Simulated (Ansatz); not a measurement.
## Work function of Mg(0001): what the settings cost and change

How thick a slab and how much vacuum does the work function of Mg(0001) need?

Calculated with Ansatz 0.2.0; plane-wave DFT, PBE, Ansatz PAW.

This is a report of a sequence of runs, with the program logs left out and the cost of each run kept.

**1. The starting structure**

The cell holds 1 atom: 1 Mg. Its edges and angles: a = 3.210 Å, b = 3.210 Å, c = 18.000 Å, α = 90.0°, β = 90.0°, γ = 60.0°. Vacuum lies along c.

**2. Run, setting 1 layer**

A work function rests on the faint tail of the density, so the SCF threshold is tight. The slab grows from one layer, at fixed mesh and 18 Å of vacuum; then the vacuum is varied on one slab.

Contents of input.yaml:

```yaml
crystal:
  lattice:
    - [3.21, 0.0, 0.0]
    - [1.605, 2.7799415461, 0.0]
    - [0.0, 0.0, 18.0]
  atoms:
    - { symbol: Mg, position: [0.6666666667, 0.6666666667, 0.5] }
kpoints:
  mp_grid: { grid: [15, 15, 1] }
hamiltonian:
  xc: pbe
scf:
  occupations: { method: fermi_dirac, width: 0.1 }
  convergence: { dr2_threshold: 1.0e-09 }
efield:
  axis: 3
  dipole_correction: true
  ramp_position: 0.97
  ramp_width: 0.06
output:
  write_potential: true
  write_density: true
  volumetric_format: npy
  elf: true
```

Command:

```sh
ansatz run input.yaml --threads 2 --pin off --max-ram 3072MiB --backend cpu --events-out ev --progress --plain --runs-dir out
```

It took 2.9 s on 2 threads of Intel Xeon 6975P-C (Granite Rapids), shared host; peak memory 0.42 GiB; 4.3 s of CPU time.

This step gave:

| Property | Result |
| --- | --- |
| energy at zero smearing | -1923.1787 eV |
| work function, upper face | 3.445 eV |

Running mean over 2.60652 Å of the planar mean; the ramp of the sawtooth is left out. Table of electron's electrostatic potential energy less the Fermi level by z:

| z (Å) | electron's electrostatic potential energy less the Fermi level (eV) |
| --- | --- |
| 3.0 | 3.44 |
| 3.5 | 3.44 |
| 4.0 | 3.44 |
| 4.5 | 3.44 |
| 5.0 | 3.42 |
| 5.5 | 3.39 |
| 6.0 | 3.28 |
| 6.5 | 3.00 |
| 7.0 | 2.27 |
| 7.5 | 0.416 |
| 8.0 | -2.31 |
| 8.5 | -3.79 |
| 9.0 | -4.16 |
| 9.5 | -3.79 |
| 10.0 | -2.31 |
| 10.5 | 0.416 |
| 11.0 | 2.27 |
| 11.5 | 3.00 |
| 12.0 | 3.28 |
| 12.5 | 3.39 |
| 13.0 | 3.42 |
| 13.5 | 3.44 |
| 14.0 | 3.44 |
| 14.5 | 3.44 |
| 15.0 | 3.44 |

Electrostatic potential energy in the ca plane at fractional y = 0.667, with atoms of Mg within 0.2 Å of it. With pseudopotentials it is smooth inside the atoms' cores, unlike the true potential.

Ten even steps from '0' (-19 eV) to '9' (1 eV), each cell a mean:
```
99999999999999999997521478999999999999999999
99999999999999999986200047999999999999999999
99999999999999999986100037999999999999999999
99999999999999999986200058999999999999999999
99999999999999999998632478999999999999999999
99999999999999999999877789999999999999999999
99999999999999999999888899999999999999999999
99999999999999999999877789999999999999999999
```
Columns run along c (18.0 Å; values clipped at the 3rd and 97th percentile), rows up along a (3.2 Å). Atoms in or near the plane, at fractional coordinates: Mg at (0.50, 0.67).

Valence density in the ca plane at fractional y = 0.667, with atoms of Mg within 0.2 Å of it. It is the smooth field of the valence electrons, not physical close to the nuclei.

Ten steps, logarithmic in the rise over the least value, from '0' (0 e/Å³) to '9' (23 e/Å³), each cell a mean:
```
00000000000000000000022100000000000000000000
00000000000000000000278400000000000000000000
00000000000000000000389600000000000000000000
00000000000000000000167400000000000000000000
00000000000000000000012100000000000000000000
00000000000000000000000000000000000000000000
00000000000000000000000000000000000000000000
00000000000000000000000000000000000000000000
```
Columns run along c (18.0 Å), rows up along a (3.2 Å). Atoms in or near the plane, at fractional coordinates: Mg at (0.50, 0.67).

ELF in the ca plane at fractional y = 0.667, with atoms of Mg within 0.2 Å of it. It is the smooth field of the valence electrons, not physical close to the nuclei.

Values, 5 rows by 16 columns, each cell a mean:
```
0.00 0.00 0.00 0.00 0.01 0.05 0.25 0.18 0.18 0.27 0.06 0.01 0.00 0.00 0.00 0.00
0.00 0.00 0.00 0.00 0.01 0.04 0.20 0.23 0.26 0.19 0.06 0.01 0.00 0.00 0.00 0.00
0.00 0.00 0.00 0.00 0.01 0.05 0.25 0.18 0.19 0.27 0.06 0.01 0.00 0.00 0.00 0.00
0.00 0.00 0.00 0.00 0.01 0.05 0.30 0.55 0.54 0.38 0.07 0.01 0.00 0.00 0.00 0.00
0.00 0.00 0.00 0.00 0.01 0.05 0.30 0.57 0.57 0.38 0.07 0.01 0.00 0.00 0.00 0.00
```
Columns run along c (18.0 Å), rows up along a (3.2 Å). Atoms in or near the plane, at fractional coordinates: Mg at (0.50, 0.67).

The work function is 3.445 eV.

**3. Slab, 2 atoms**

System of this step: Mg(0001). The cell holds 2 atoms: 2 Mg. Cell: a = 3.210 Å, b = 3.210 Å, c = 20.607 Å, α = 90.0°, β = 90.0°, γ = 60.0°. Vacuum lies along c.

input.yaml, the sections that differ from step 2:

```yaml
crystal:
  lattice:
    - [3.21, 0.0, 0.0]
    - [1.605, 2.7799415461, 0.0]
    - [0.0, 0.0, 20.60652]
  atoms:
    - { symbol: Mg, position: [0.6666666667, 0.6666666667, 0.4367549688] }
    - { symbol: Mg, position: [0.0, 0.0, 0.5632450312] }
output:
  write_potential: true
  write_density: true
  volumetric_format: npy
# kpoints, hamiltonian, scf, efield: as in step 2
```

Elapsed: 5.6 s, on 2 threads; peak memory 0.48 GiB; 8.3 s of CPU time.

The work function is 3.726 eV, +0.281 eV from the run “1 layer”, at 1.9 times its CPU time.

**4. Run, 3 atoms**

System of this step: Mg(0001). The cell holds 3 atoms: 3 Mg. Cell: a = 3.210 Å, b = 3.210 Å, c = 23.213 Å, α = 90.0°, β = 90.0°, γ = 60.0°. Vacuum lies along c.

input.yaml, the sections that differ from step 3:

```yaml
crystal:
  lattice:
    - [3.21, 0.0, 0.0]
    - [1.605, 2.7799415461, 0.0]
    - [0.0, 0.0, 23.21304]
  atoms:
    - { symbol: Mg, position: [0.0, 0.0, 0.387713113] }
    - { symbol: Mg, position: [0.6666666667, 0.6666666667, 0.5] }
    - { symbol: Mg, position: [0.0, 0.0, 0.612286887] }
# kpoints, hamiltonian, scf, efield, output: as in step 3
```

Wall time 7.2 s (2 threads); peak memory 0.48 GiB; 11 s of CPU time.

The work function is 3.777 eV, +0.051 eV from the run “2 layers”, at 1.4 times its CPU time.

**5. Run, 4 atoms**

System of this step: Mg(0001). The cell holds 4 atoms: 4 Mg. Its edges and angles: a = 3.210 Å, b = 3.210 Å, c = 25.820 Å, α = 90.0°, β = 90.0°, γ = 60.0°. Vacuum lies along c.

input.yaml, the sections that differ from step 4:

```yaml
crystal:
  lattice:
    - [3.21, 0.0, 0.0]
    - [1.605, 2.7799415461, 0.0]
    - [0.0, 0.0, 25.81956]
  atoms:
    - { symbol: Mg, position: [0.6666666667, 0.6666666667, 0.3485729424] }
    - { symbol: Mg, position: [0.0, 0.0, 0.4495243141] }
    - { symbol: Mg, position: [0.6666666667, 0.6666666667, 0.5504756859] }
    - { symbol: Mg, position: [0.0, 0.0, 0.6514270576] }
# kpoints, hamiltonian, scf, efield, output: as in step 4
```

Wall time 9.4 s (2 threads); peak memory 0.52 GiB.

The work function is 3.764 eV, -0.013 eV from the run “3 layers”, at 1.2 times its CPU time.

**6. Run, 5 atoms**

System of this step: Mg(0001). The cell holds 5 atoms: 5 Mg. Cell: a = 3.210 Å, b = 3.210 Å, c = 28.426 Å, α = 90.0°, β = 90.0°, γ = 60.0°. Vacuum lies along c.

input.yaml, the sections that differ from step 5:

```yaml
crystal:
  lattice:
    - [3.21, 0.0, 0.0]
    - [1.605, 2.7799415461, 0.0]
    - [0.0, 0.0, 28.42608]
  atoms:
    - { symbol: Mg, position: [0.0, 0.0, 0.3166106618] }
    - { symbol: Mg, position: [0.6666666667, 0.6666666667, 0.4083053309] }
    - { symbol: Mg, position: [0.0, 0.0, 0.5] }
    - { symbol: Mg, position: [0.6666666667, 0.6666666667, 0.5916946691] }
    - { symbol: Mg, position: [0.0, 0.0, 0.6833893382] }
# kpoints, hamiltonian, scf, efield, output: as in step 5
```

Run time: 14 s. Hardware: 2 threads; peak memory 0.53 GiB; 24 s of CPU time.

The work function is 3.756 eV, -0.009 eV from the run “4 layers”, at 1.8 times its CPU time.

**7. Slab, 6 atoms**

System of this step: Mg(0001). The cell holds 6 atoms: 6 Mg. Its edges and angles: a = 3.210 Å, b = 3.210 Å, c = 31.033 Å, α = 90.0°, β = 90.0°, γ = 60.0°. Vacuum lies along c.

input.yaml, the sections that differ from step 6:

```yaml
crystal:
  lattice:
    - [3.21, 0.0, 0.0]
    - [1.605, 2.7799415461, 0.0]
    - [0.0, 0.0, 31.0326]
  atoms:
    - { symbol: Mg, position: [0.6666666667, 0.6666666667, 0.2900175944] }
    - { symbol: Mg, position: [0.0, 0.0, 0.3740105566] }
    - { symbol: Mg, position: [0.6666666667, 0.6666666667, 0.4580035189] }
    - { symbol: Mg, position: [0.0, 0.0, 0.5419964811] }
    - { symbol: Mg, position: [0.6666666667, 0.6666666667, 0.6259894434] }
    - { symbol: Mg, position: [0.0, 0.0, 0.7099824056] }
# kpoints, hamiltonian, scf, efield, output: as in step 6
```

The job ended after 17 s (2 threads; peak memory 0.64 GiB).

The work function is 3.716 eV, -0.039 eV from the run “5 layers”, at 1.2 times its CPU time.

**8. Slab, 8 atoms**

System of this step: Mg(0001). The cell holds 8 atoms: 8 Mg. Its edges and angles: a = 3.210 Å, b = 3.210 Å, c = 36.246 Å, α = 90.0°, β = 90.0°, γ = 60.0°. Vacuum lies along c.

input.yaml, the sections that differ from step 7:

```yaml
crystal:
  lattice:
    - [3.21, 0.0, 0.0]
    - [1.605, 2.7799415461, 0.0]
    - [0.0, 0.0, 36.24564]
  atoms:
    - { symbol: Mg, position: [0.6666666667, 0.6666666667, 0.2483057273] }
    - { symbol: Mg, position: [0.0, 0.0, 0.3202183766] }
    - { symbol: Mg, position: [0.6666666667, 0.6666666667, 0.392131026] }
    - { symbol: Mg, position: [0.0, 0.0, 0.4640436753] }
    - { symbol: Mg, position: [0.6666666667, 0.6666666667, 0.5359563247] }
    - { symbol: Mg, position: [0.0, 0.0, 0.607868974] }
    - { symbol: Mg, position: [0.6666666667, 0.6666666667, 0.6797816234] }
    - { symbol: Mg, position: [0.0, 0.0, 0.7516942727] }
# kpoints, hamiltonian, scf, efield, output: as in step 7
```

The job ended after 27 s (2 threads; peak memory 0.77 GiB; 49 s of CPU time).

The work function is 3.680 eV, -0.036 eV from the run “6 layers”, at 1.8 times its CPU time.

**9. Run, 10 atoms**

System of this step: Mg(0001). The cell holds 10 atoms: 10 Mg. Cell: a = 3.210 Å, b = 3.210 Å, c = 41.459 Å, α = 90.0°, β = 90.0°, γ = 60.0°. Vacuum lies along c.

input.yaml, the sections that differ from step 8:

```yaml
crystal:
  lattice:
    - [3.21, 0.0, 0.0]
    - [1.605, 2.7799415461, 0.0]
    - [0.0, 0.0, 41.45868]
  atoms:
    - { symbol: Mg, position: [0.6666666667, 0.6666666667, 0.2170836119] }
    - { symbol: Mg, position: [0.0, 0.0, 0.2799539204] }
    - { symbol: Mg, position: [0.6666666667, 0.6666666667, 0.3428242288] }
    - { symbol: Mg, position: [0.0, 0.0, 0.4056945373] }
    - { symbol: Mg, position: [0.6666666667, 0.6666666667, 0.4685648458] }
    - { symbol: Mg, position: [0.0, 0.0, 0.5314351542] }
    - { symbol: Mg, position: [0.6666666667, 0.6666666667, 0.5943054627] }
    - { symbol: Mg, position: [0.0, 0.0, 0.6571757712] }
    - { symbol: Mg, position: [0.6666666667, 0.6666666667, 0.7200460796] }
    - { symbol: Mg, position: [0.0, 0.0, 0.7829163881] }
# kpoints, hamiltonian, scf, efield, output: as in step 8
```

It took 44 s on 2 threads; peak memory 0.96 GiB; 81 s of CPU time.

The work function is 3.690 eV, +0.010 eV from the run “8 layers”, at 1.6 times its CPU time.

**10. Run, 13 atoms**

System of this step: Mg(0001). The cell holds 13 atoms: 13 Mg. Its edges and angles: a = 3.210 Å, b = 3.210 Å, c = 49.278 Å, α = 90.0°, β = 90.0°, γ = 60.0°. Vacuum lies along c.

input.yaml, the sections that differ from step 9:

```yaml
crystal:
  lattice:
    - [3.21, 0.0, 0.0]
    - [1.605, 2.7799415461, 0.0]
    - [0.0, 0.0, 49.27824]
  atoms:
    - { symbol: Mg, position: [0.0, 0.0, 0.1826363929] }
    - { symbol: Mg, position: [0.6666666667, 0.6666666667, 0.2355303274] }
    - { symbol: Mg, position: [0.0, 0.0, 0.2884242619] }
    - { symbol: Mg, position: [0.6666666667, 0.6666666667, 0.3413181964] }
    - { symbol: Mg, position: [0.0, 0.0, 0.394212131] }
    - { symbol: Mg, position: [0.6666666667, 0.6666666667, 0.4471060655] }
    - { symbol: Mg, position: [0.0, 0.0, 0.5] }
    - { symbol: Mg, position: [0.6666666667, 0.6666666667, 0.5528939345] }
    - { symbol: Mg, position: [0.0, 0.0, 0.605787869] }
    - { symbol: Mg, position: [0.6666666667, 0.6666666667, 0.6586818036] }
    - { symbol: Mg, position: [0.0, 0.0, 0.7115757381] }
    - { symbol: Mg, position: [0.6666666667, 0.6666666667, 0.7644696726] }
    - { symbol: Mg, position: [0.0, 0.0, 0.8173636071] }
# kpoints, hamiltonian, scf, efield, output: as in step 9
```

Elapsed: 63 s, on 2 threads; peak memory 1.3 GiB; 2 min of CPU time.

The work function is 3.705 eV, +0.015 eV from the run “10 layers”, at 1.5 times its CPU time.

**11. Slab, 7 atoms**

System of this step: Mg(0001). The cell holds 7 atoms: 7 Mg. Its edges and angles: a = 3.210 Å, b = 3.210 Å, c = 25.639 Å, α = 90.0°, β = 90.0°, γ = 60.0°. Vacuum lies along c.

input.yaml, the sections that differ from step 10:

```yaml
crystal:
  lattice:
    - [3.21, 0.0, 0.0]
    - [1.605, 2.7799415461, 0.0]
    - [0.0, 0.0, 25.63912]
  atoms:
    - { symbol: Mg, position: [0.0, 0.0, 0.1950144935] }
    - { symbol: Mg, position: [0.6666666667, 0.6666666667, 0.296676329] }
    - { symbol: Mg, position: [0.0, 0.0, 0.3983381645] }
    - { symbol: Mg, position: [0.6666666667, 0.6666666667, 0.5] }
    - { symbol: Mg, position: [0.0, 0.0, 0.6016618355] }
    - { symbol: Mg, position: [0.6666666667, 0.6666666667, 0.703323671] }
    - { symbol: Mg, position: [0.0, 0.0, 0.8049855065] }
# kpoints, hamiltonian, scf, efield, output: as in step 10
```

Run time: 16 s. Hardware: 2 threads; peak memory 0.61 GiB; 28 s of CPU time.

The work function is 3.666 eV. The program marks this work function as in doubt.

**12. Slab, 7 atoms (run 2)**

The cell differs from the one that the last finished run ended in (c 25.639 → 29.639 Å).

input.yaml, the sections that differ from step 11:

```yaml
crystal:
  lattice:
    - [3.21, 0.0, 0.0]
    - [1.605, 2.7799415461, 0.0]
    - [0.0, 0.0, 29.63912]
  atoms:
    - { symbol: Mg, position: [0.0, 0.0, 0.2361743534] }
    - { symbol: Mg, position: [0.6666666667, 0.6666666667, 0.3241162356] }
    - { symbol: Mg, position: [0.0, 0.0, 0.4120581178] }
    - { symbol: Mg, position: [0.6666666667, 0.6666666667, 0.5] }
    - { symbol: Mg, position: [0.0, 0.0, 0.5879418822] }
    - { symbol: Mg, position: [0.6666666667, 0.6666666667, 0.6758837644] }
    - { symbol: Mg, position: [0.0, 0.0, 0.7638256466] }
# kpoints, hamiltonian, scf, efield, output: as in step 11
```

It took 19 s on 2 threads; peak memory 0.64 GiB; 35 s of CPU time.

The work function is 3.689 eV, +0.023 eV from the run “7 layers, 10 Å of vacuum”, at 1.2 times its CPU time.

**13. Slab, 7 atoms (run 3)**

The cell differs from the one that the last finished run ended in (c 29.639 → 41.639 Å).

input.yaml, the sections that differ from step 12:

```yaml
crystal:
  lattice:
    - [3.21, 0.0, 0.0]
    - [1.605, 2.7799415461, 0.0]
    - [0.0, 0.0, 41.63912]
  atoms:
    - { symbol: Mg, position: [0.0, 0.0, 0.3122064059] }
    - { symbol: Mg, position: [0.6666666667, 0.6666666667, 0.3748042706] }
    - { symbol: Mg, position: [0.0, 0.0, 0.4374021353] }
    - { symbol: Mg, position: [0.6666666667, 0.6666666667, 0.5] }
    - { symbol: Mg, position: [0.0, 0.0, 0.5625978647] }
    - { symbol: Mg, position: [0.6666666667, 0.6666666667, 0.6251957294] }
    - { symbol: Mg, position: [0.0, 0.0, 0.6877935941] }
# kpoints, hamiltonian, scf, efield, output: as in step 12
```

It took 26 s on 2 threads; peak memory 0.79 GiB.

The work function is 3.689 eV, +0.000 eV from the run “7 layers, 14 Å of vacuum”, at 1.4 times its CPU time.

**14. The series together**

Times are for 2 threads of Intel Xeon 6975P-C (Granite Rapids), shared host. The runs compared:

| no. | setting | work function, upper face (eV) | time | memory (GiB) |
| --- | --- | --- | --- | --- |
| 1 | 1 layer | 3.445 | 2.9 s | 0.42 |
| 2 | 2 layers | 3.726 | 5.6 s | 0.48 |
| 3 | 3 layers | 3.777 | 7.2 s | 0.48 |
| 4 | 4 layers | 3.764 | 9.4 s | 0.52 |
| 5 | 5 layers | 3.756 | 14 s | 0.53 |
| 6 | 6 layers | 3.716 | 17 s | 0.64 |
| 7 | 8 layers | 3.680 | 27 s | 0.77 |
| 8 | 10 layers | 3.690 | 44 s | 0.96 |
| 9 | 13 layers | 3.705 | 63 s | 1.3 |
| 10 | 7 layers, 10 Å of vacuum | 3.666 | 16 s | 0.61 |
| 11 | 7 layers, 14 Å of vacuum | 3.689 | 19 s | 0.64 |
| 12 | 7 layers, 26 Å of vacuum | 3.689 | 26 s | 0.79 |

**15. Varying the input**

System of this step: Mg(0001) monolayer. The cell holds 1 atom: 1 Mg. Its edges and angles: a = 3.210 Å, b = 3.210 Å, c = 18.000 Å, α = 90.0°, β = 90.0°, γ = 60.0°. Vacuum lies along c.

An input spoilt on purpose, to show how the run answers: it repeats the earlier run “1 layer” with efield.amplitude to 0 and efield.dipole_correction from true to false, and scf.max_iter set to 80; its output block differs too.

input.yaml, the sections that differ from step 13:

```yaml
crystal:
  lattice:
    - [3.21, 0.0, 0.0]
    - [1.605, 2.7799415461, 0.0]
    - [0.0, 0.0, 18.0]
  atoms:
    - { symbol: Mg, position: [0.6666666667, 0.6666666667, 0.5] }
scf:
  occupations: { method: fermi_dirac, width: 0.1 }
  convergence: { dr2_threshold: 1.0e-09 }
  max_iter: 80
efield:
  axis: 3
  dipole_correction: false
  ramp_position: 0.97
  ramp_width: 0.06
  amplitude: 0
# kpoints, hamiltonian, output: as in step 13
```

Run time: 0.03 s. Hardware: 2 threads; peak memory 0.07 GiB.

The program refused the input before any cycle.

The program's message: “Error: invalid value for `efield.amplitude`: is zero with dipole_correction: false — the section would apply nothing; set a non-zero amplitude, enable dipole_correction, or remove the block”

The fault put into the input: a field block that applies nothing.

**16. What came out**

| Quantity | Value |
| --- | --- |
| work function, 1 layer | 3.445 eV |
| work function, 3 layers | 3.777 eV |
| work function, 6 layers | 3.716 eV |
| work function, 13 layers | 3.705 eV |

What this shows: The thickest slab gives 3.70 eV, and the settings tried spread the value from 3.45 to 3.78 eV. At 18 Å of vacuum, the slabs from 6 layers on stay within 0.03 eV of the thickest. Going from 10 to 26 Å of vacuum moves it by 0.023 eV. The program marks the value as in doubt in “7 layers, 10 Å of vacuum”. The ladder's slabs use the tabulated experimental lattice constant (two decimals; a low-temperature value for the alkali metals). In 1 run of the series (7 layers, 10 Å of vacuum) the program warns that electrons reach the sawtooth's ramp, which makes dipole and work function less sure.

[Long decimals in the printed logs are rounded to 6 places.]

[Logs are printed without paths, hosts, clocks, repeated set-up lines and the standing remarks that a program may print on its own settings, such as how far it seeks lower states.]

[Hosts, paths, dates, database ids (printed as entryN), source tags and the programs' standing remarks are cut or masked in the printed files.]

[Maps of the electrostatic potential energy from Ansatz leave out the sawtooth potential of an applied field or a dipole correction, so their vacuum need not be flat; planar profiles and work functions include it.]
